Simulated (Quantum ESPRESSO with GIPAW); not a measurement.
**Solid-state NMR of Ta2O5 by GIPAW**

Aim: the magnetic shielding of every site in Ta2O5.

Main program and level: Quantum ESPRESSO with GIPAW 8.0dev (patched build); DFT, PBEsol, plane-wave PAW (pslibrary 1.0.0 recipes), scalar-relativistic, GIPAW; a patched development version of the program.

## (1) The structure

The structure is tetragonal, space group I4/mmm (No. 139). The conventional cell has a = 5.303 Å, b = 5.303 Å, c = 9.587 Å, α = 90.00°, β = 90.00°, γ = 90.00°. Nearest to Ta lie 5 O at 1.90 to 1.94 Å. O has 2 Ta at 1.94 Å nearest. Nearest to O lie 2 Ta at 1.90 Å. Farther neighbours and most contacts between anions are not listed.

The cell is a computed entry of the Materials Project; it need not be the form that is stable at ambient conditions.

A relaxation of the atoms beforehand (Quantum ESPRESSO with GIPAW) moved none by more than 0.003 Å.

## (2) Ground state

GIPAW is a response on top of the ground state, so the wavefunctions come first. Their errors pass straight into the induced current, hence the tight threshold. No empty states are asked for: the response is solved without them. The mesh has a spacing of 0.24 Å⁻¹ at most. The PAW files were made with ld1.x from the pslibrary 1.0.0 recipes, with GIPAW reconstruction switched on.

Contents of scf.in:

```
&control
  calculation = 'scf'
  prefix = 'x'
  outdir = './tmp/'
  pseudo_dir = './'
/
&system
  ibrav = 0
  nat = 7
  ntyp = 2
  ecutwfc = 55
  ecutrho = 330
  nbnd = 28
/
&electrons
  conv_thr = 1.0d-10
  mixing_beta = 0.7
  electron_maxstep = 100
/
ATOMIC_SPECIES
  Ta 180.948 Ta.pbesol-spn-kjpaw_psl.1.0.0-gipaw.UPF
  O 15.999 O.pbesol-n-kjpaw_psl.1.0.0-gipaw.UPF
CELL_PARAMETERS angstrom
  -2.65172600 2.65172600 4.79352500
  2.65172600 -2.65172600 4.79352500
  2.65172600 2.65172600 -4.79352500
ATOMIC_POSITIONS crystal
  Ta 0.80203519 0.80203519 -0.00000000
  Ta 0.19796481 0.19796481 0.00000000
  O 0.50000000 0.50000000 0.50000000
  O 0.00000000 0.00000000 0.50000000
  O 0.00000000 0.50000000 0.00000000
  O 0.50000000 0.00000000 0.00000000
  O 0.00000000 0.00000000 0.00000000
K_POINTS automatic
  7 7 7 0 0 0
```

On the command line:

```
> mpirun -np 8 pw.x -nk 8 -in scf.in > scf.out
```

Output:

```text
using ibrav=0 with symmetry is DISCOURAGED, use correct ibrav instead

     bravais-lattice index     =            0
     lattice parameter (alat)  =      11.5012  a.u.
     unit-cell volume          =     909.8481 (a.u.)^3
     number of atoms/cell      =            7
     number of atomic types    =            2
     number of electrons       =        56.00
     number of Kohn-Sham states=           28
     kinetic-energy cutoff     =      55.0000  Ry
     charge density cutoff     =     330.0000  Ry
     scf convergence threshold =      1.0E-10
     mixing beta               =       0.7000
     number of iterations used =            8  plain     mixing
     Exchange-correlation= SLA-PW-PSX-PSC
                           (   1   4  10   8   0   0   0)
[...]
Ta               13.00   180.94800     Ta( 1.00)
     O                 6.00    15.99900     O ( 1.00)

     16 Sym. Ops., with inversion, found
[...]
number of k points=    40
[...]
Dense  grid:    92133 G-vectors     FFT dimensions: (  72,  72,  72)

     Smooth grid:    50047 G-vectors     FFT dimensions: (  60,  60,  60)

     Check: negative core charge=   -0.000002

     Initial potential from superposition of free atoms

     starting charge      55.9985, renormalised to      56.0000
     Starting wfcs are   40 randomized atomic wfcs

     Self-consistent Calculation

     iteration #  1     ecut=    55.00 Ry     beta= 0.70
     Davidson diagonalization with overlap
     ethr =  1.00E-02,  avg # of iterations =  1.9

     total energy              =   -1640.31990813 Ry
     estimated scf accuracy    <       3.26653272 Ry

     iteration #  2     ecut=    55.00 Ry     beta= 0.70
     Davidson diagonalization with overlap
     ethr =  5.83E-03,  avg # of iterations =  8.5

     total energy              =   -1641.53924207 Ry
     estimated scf accuracy    <       4.99379502 Ry

     iteration #  3     ecut=    55.00 Ry     beta= 0.70
     Davidson diagonalization with overlap
     ethr =  5.83E-03,  avg # of iterations =  2.0

     total energy              =   -1641.05760892 Ry
     estimated scf accuracy    <       1.39509654 Ry

[...]
c_bands:  1 eigenvalues not converged
[...]
c_bands:  1 eigenvalues not converged
[...]
c_bands:  1 eigenvalues not converged
     c_bands: 1 eigenvalues not converged on the other pools
[...]
total energy              =   -1642.25792240 Ry
[...]
iteration # 60     ecut=    55.00 Ry     beta= 0.70
     Davidson diagonalization with overlap
     ethr =  2.47E-12,  avg # of iterations =  1.4

     total energy              =   -1642.25792240 Ry
     estimated scf accuracy    <          1.8E-09 Ry

     iteration # 61     ecut=    55.00 Ry     beta= 0.70
     Davidson diagonalization with overlap
     ethr =  2.47E-12,  avg # of iterations =  6.2

     End of self-consistent calculation
     [one-electron energies left out]

!    total energy              =   -1642.25792240 Ry
     total all-electron energy =    -63152.000840 Ry
     estimated scf accuracy    <          3.0E-11 Ry

     The total energy is the sum of the following terms:
     one-electron contribution =    -284.49687443 Ry
     hartree contribution      =     162.23875967 Ry
     xc contribution           =    -117.39791114 Ry
     ewald contribution        =    -195.09829369 Ry
     one-center paw contrib.   =   -1207.50360281 Ry

     convergence has been achieved in  61 iterations
[...]
JOB DONE.
```

Run time: 3.8 min. Hardware: 8 MPI ranks of Intel Xeon Platinum 8559C (Emerald Rapids), shared host; peak memory 1.6 GiB.

It converged in 61 cycles to an estimated accuracy of 3e-11 Ry, on 40 irreducible k-points.

## (3) GIPAW: job nmr

The job finds the current that a weak uniform field induces (applied as a long wave, q_gipaw) and the field that this current makes at each nucleus. On atoms with p or d valence electrons much of the paramagnetic part arises close to the nucleus, where the PAW partial waves rebuild the true states. pawproj makes the reconstruction use the PAW data sets' own projectors.

Contents of nmr.in:

```
&inputgipaw
  job = 'nmr'
  prefix = 'x'
  tmp_dir = './tmp/'
  restart_mode = 'from_scratch'
  verbosity = 'low'
  q_gipaw = 0.01
  spline_ps = .true.
  conv_threshold = 1.0d-11
  use_nmr_macroscopic_shape = .false.
  pawproj(1) = .true.
  pawproj(2) = .true.
/
```

On the command line:

```
> mpirun -np 8 gipaw.x -in nmr.in > nmr.out
```

Output:

```text
[banner, memory and clock lines left out]
[a note of our patched build left out]

     Parallelizing q-star over 1 images

     IMPORTANT: XC functional enforced from input :
     Exchange-correlation= PBESOL
                           (   1   4  10   8   0   0   0)
     Any further DFT definition will be discarded
     Please, verify this is what you really want

     Check: negative core charge=   -0.000002
[...]
alpha_pv=    137.0072 eV

     spline_ps is .false., expect some extrapolation errors

     q-space interpolation up to    66.00 Rydberg

     GIPAW job: nmr
     NMR macroscopic correction: no
[...]
Computing the magnetic susceptibility     isolve=0    ethr=  0.1000E-10
     Starting from scratch
     k-point #    1 of    40      pool #  1    cpu time:       2.1
[...]
End of magnetic susceptibility calculation

     f-sum rule (1st term):
           -59.0658         -0.0000         -0.0000
            -0.0000        -59.0658         -0.0000
            -0.0000         -0.0000        -59.1228

     f-sum rule (2nd term):
            -1.5669         -0.0000         -0.0000
            -0.0000         -1.5669         -0.0000
            -0.0000          0.0000         -1.5083

     f-sum rule (should be   -60.6287):
           -60.6327         -0.0000         -0.0000
            -0.0000        -60.6327         -0.0000
            -0.0000         -0.0000        -60.6311

[... susceptibilities left out ...]
     Contributions to the NMR chemical shifts: -------------------------------

     Macroscopic shape contribution in ppm:                    0.00
             0.0000          0.0000          0.0000
             0.0000          0.0000          0.0000
             0.0000          0.0000          0.0000

     Core contribution in ppm:

     Atom  1  Ta  pos: (  0.000000  0.000000  1.263386)  core sigma:        9173.71
     Atom  2  Ta  pos: (  0.000000  0.000000  0.311839)  core sigma:        9173.71
     Atom  3  O   pos: (  0.217849  0.217849  0.393806)  core sigma:         270.50
     Atom  4  O   pos: (  0.217849  0.217849 -0.393806)  core sigma:         270.50
     Atom  5  O   pos: (  0.217849 -0.217849  0.393806)  core sigma:         270.50
     Atom  6  O   pos: ( -0.217849  0.217849  0.393806)  core sigma:         270.50
     Atom  7  O   pos: (  0.000000  0.000000  0.000000)  core sigma:         270.50

     Bare contribution in ppm:

     Atom  1  Ta  pos: (  0.000000  0.000000  1.263386)  bare sigma:         -14.66
[...]
Atom  2  Ta  pos: (  0.000000  0.000000  0.311839)  bare sigma:         -14.66
[...]
Atom  3  O   pos: (  0.217849  0.217849  0.393806)  bare sigma:         -71.76
[...]
Atom  4  O   pos: (  0.217849  0.217849 -0.393806)  bare sigma:         -71.76
[...]
Atom  5  O   pos: (  0.217849 -0.217849  0.393806)  bare sigma:         -71.76
[...]
Atom  6  O   pos: ( -0.217849  0.217849  0.393806)  bare sigma:         -71.76
[...]
Atom  7  O   pos: (  0.000000  0.000000  0.000000)  bare sigma:         -32.81
[...]
Diamagnetic contribution in ppm:

     Atom  1  Ta  pos: (  0.000000  0.000000  1.263386)  dia sigma:         -73.42
[...]
Atom  2  Ta  pos: (  0.000000  0.000000  0.311839)  dia sigma:         -73.42
[...]
Atom  3  O   pos: (  0.217849  0.217849  0.393806)  dia sigma:          17.60
[...]
Atom  4  O   pos: (  0.217849  0.217849 -0.393806)  dia sigma:          17.60
[...]
Atom  5  O   pos: (  0.217849 -0.217849  0.393806)  dia sigma:          17.60
[...]
Atom  6  O   pos: ( -0.217849  0.217849  0.393806)  dia sigma:          17.60
[...]
Atom  7  O   pos: (  0.000000  0.000000  0.000000)  dia sigma:          17.74
[...]
Paramagnetic contribution in ppm:

     Atom  1  Ta  pos: (  0.000000  0.000000  1.263386)  para sigma:       -8098.68
[...]
Atom  2  Ta  pos: (  0.000000  0.000000  0.311839)  para sigma:       -8098.68
[...]
Atom  3  O   pos: (  0.217849  0.217849  0.393806)  para sigma:        -237.22
[...]
Atom  4  O   pos: (  0.217849  0.217849 -0.393806)  para sigma:        -237.22
[...]
Atom  5  O   pos: (  0.217849 -0.217849  0.393806)  para sigma:        -237.22
[...]
Atom  6  O   pos: ( -0.217849  0.217849  0.393806)  para sigma:        -237.22
[...]
Atom  7  O   pos: (  0.000000  0.000000  0.000000)  para sigma:        -152.67
[...]
Paramagnetic US occ-occ contribution in ppm:

     Atom  1  Ta  pos: (  0.000000  0.000000  1.263386)  para_oo sigma:         -51.63
[...]
Atom  2  Ta  pos: (  0.000000  0.000000  0.311839)  para_oo sigma:         -51.63
[...]
Atom  3  O   pos: (  0.217849  0.217849  0.393806)  para_oo sigma:           0.88
[...]
Atom  4  O   pos: (  0.217849  0.217849 -0.393806)  para_oo sigma:           0.88
[...]
Atom  5  O   pos: (  0.217849 -0.217849  0.393806)  para_oo sigma:           0.88
[...]
Atom  6  O   pos: ( -0.217849  0.217849  0.393806)  para_oo sigma:           0.88
[...]
Atom  7  O   pos: (  0.000000  0.000000  0.000000)  para_oo sigma:           0.28
[...]
Paramagnetic US L_R Q_R contribution in ppm:

     Atom  1  Ta  pos: (  0.000000  0.000000  1.263386)  para_lq sigma:        2184.19
[...]
Atom  2  Ta  pos: (  0.000000  0.000000  0.311839)  para_lq sigma:        2184.19
[...]
Atom  3  O   pos: (  0.217849  0.217849  0.393806)  para_lq sigma:        -214.16
[...]
Atom  4  O   pos: (  0.217849  0.217849 -0.393806)  para_lq sigma:        -214.16
[...]
Atom  5  O   pos: (  0.217849 -0.217849  0.393806)  para_lq sigma:        -214.16
[...]
Atom  6  O   pos: ( -0.217849  0.217849  0.393806)  para_lq sigma:        -214.16
[...]
Atom  7  O   pos: (  0.000000  0.000000  0.000000)  para_lq sigma:        -210.00
[...]
Total NMR chemical shifts in ppm: ---------------------------------------
     (adopting the Simpson convention for anisotropy and asymmetry)-----------

     Atom  1  Ta  pos: (  0.000000  0.000000  1.263386)  Total sigma:        3119.50
          2935.2004         -0.0000          0.0000
            -0.0000       2935.2004         -0.0000
             0.0000         -0.0000       3488.1125

     Ta      1    anisotropy:    552.91    eta:    0.0000
[...]
Atom  2  Ta  pos: (  0.000000  0.000000  0.311839)  Total sigma:        3119.50
[... its tensor is left out ...]
     Atom  3  O   pos: (  0.217849  0.217849  0.393806)  Total sigma:        -234.16
          -177.8566        240.5764         77.0102
           240.5764       -177.8566         77.0102
            59.8441         59.8441       -346.7760

     O       3    anisotropy:    477.90    eta:    0.1567
[...]
Atom  4  O   pos: (  0.217849  0.217849 -0.393806)  Total sigma:        -234.16
[... its tensor is left out ...]
     Atom  5  O   pos: (  0.217849 -0.217849  0.393806)  Total sigma:        -234.16
[... its tensor is left out ...]
     Atom  6  O   pos: ( -0.217849  0.217849  0.393806)  Total sigma:        -234.16
[... its tensor is left out ...]
     Atom  7  O   pos: (  0.000000  0.000000  0.000000)  Total sigma:        -106.97
          -268.6787         -0.0000          0.0000
            -0.0000       -268.6787          0.0000
             0.0000          0.0000        216.4591

     O       7    anisotropy:    485.14    eta:    0.0000
[...]
```

Run time: 22 min. Hardware: 8 MPI ranks; peak memory 1.1 GiB.

The f-sum rule is met to 0.0040 of 60.6 (0.007 %). Converged shieldings require that this miss be small, but a small miss does not prove them.

From the symmetric part of each tensor, with principal values σ11 ≤ σ22 ≤ σ33: σ_iso is their mean, the span is σ33 − σ11 and the skew 3(σ_iso − σ22)/span. (gipaw.x prints an anisotropy in another convention.)

```
site  atom no.  atoms in cell  σ_iso (ppm)  span (ppm)  skew
  Ta         1              2         3120         553  1.00
O(1)         3              4       -234.2       502.9  0.80
O(2)         7              1       -107.0       485.1  1.00
```

The macroscopic shape term is switched off. For a spherical sample the valence susceptibility of this run would add about 2 ppm to every site, a rough estimate, since the susceptibility converges slowly and lacks part of the PAW terms. Differences within the crystal don't depend on it, but shieldings of different compounds can't be compared to better than a few ppm without it.

An axis of order three or more runs through Ta and O(2), so two principal values coincide and the skew is ±1. In this run the largest span among the lighter atoms is that of O(1) (site symmetry 2/m), with principal values -418.4, -368.5 and 84.4 ppm.

17O and 181Ta also have a quadrupolar coupling here. It is not given: on PAW files the efg job of this gipaw.x leaves out the augmentation charge of neighbouring atoms and can miss by tens of per cent.

## (4) NMR parameters by site

Covalently bonded atoms count as neighbours within 1.18 times the sum of their radii. Otherwise a cation's neighbours lie within 1.2 times its shortest bond (1.3 for large cations, each anion's radius taken off where they differ), and an anion's are the cations that count it.

```
site  atom no.  atoms in cell  surroundings     bonds (Å)  σ_iso (ppm)
  Ta         1              2          TaO5  1.90 to 1.94         3120
O(1)         3              4  bound to Ta2         1.940       -234.2
O(2)         7              1  bound to Ta2         1.898       -107.0
```

The 2 O sites spread over 127.2 ppm in shielding, from O(1) (least shielded) to O(2).

## (5) Summary of results

| Quantity | Value |
| --- | --- |
| 17O shielding without shape term | -234.2, -107.0 ppm |
| 181Ta shielding without shape term | 3120 ppm |

What this shows: 17O has 2 sites, in the ratio 4:1: O(1) (bound to Ta2) at a shielding of -234.2 and O(2) (bound to Ta2) at a shielding of -107.0 ppm, shape term left out. A shift needs a reference, δ = σ_ref − σ, fixed on measured compounds; for 17O of this kind at this level too few were at hand, or they scattered too widely about a line, so none is given. No sound run at another cutoff or mesh is at hand, so convergence rests on the f-sum rule and on experience with these files. Spin-orbit coupling is missing, which matters for Ta and for the light atoms bound to such centres. The scalar-relativistic files are used with non-relativistic response operators, which weighs most on the heavy atoms' own shieldings. This build of gipaw.x prints that it is not audited and that its numbers are no references by themselves. It also reports spline_ps as false although the input sets it; why was not traced. pw.x warned of eigenvalues not converged in some cycles of 1 ground-state run, which then met the threshold.

[Banner, clock, file and message-heading lines were taken out of the pw.x and gipaw.x logs.]

[Logs are printed without paths, hosts, clocks, repeated set-up lines and the standing remarks that a program may print on its own settings, such as how far it seeks lower states.]

[Hosts, paths, dates, database ids (printed as entryN), source tags and the programs' standing remarks are cut or masked in the printed files.]

[Where no reference line passes its bar on scatter, no shift is given, so a measured shift of this compound may stand uncompared.]
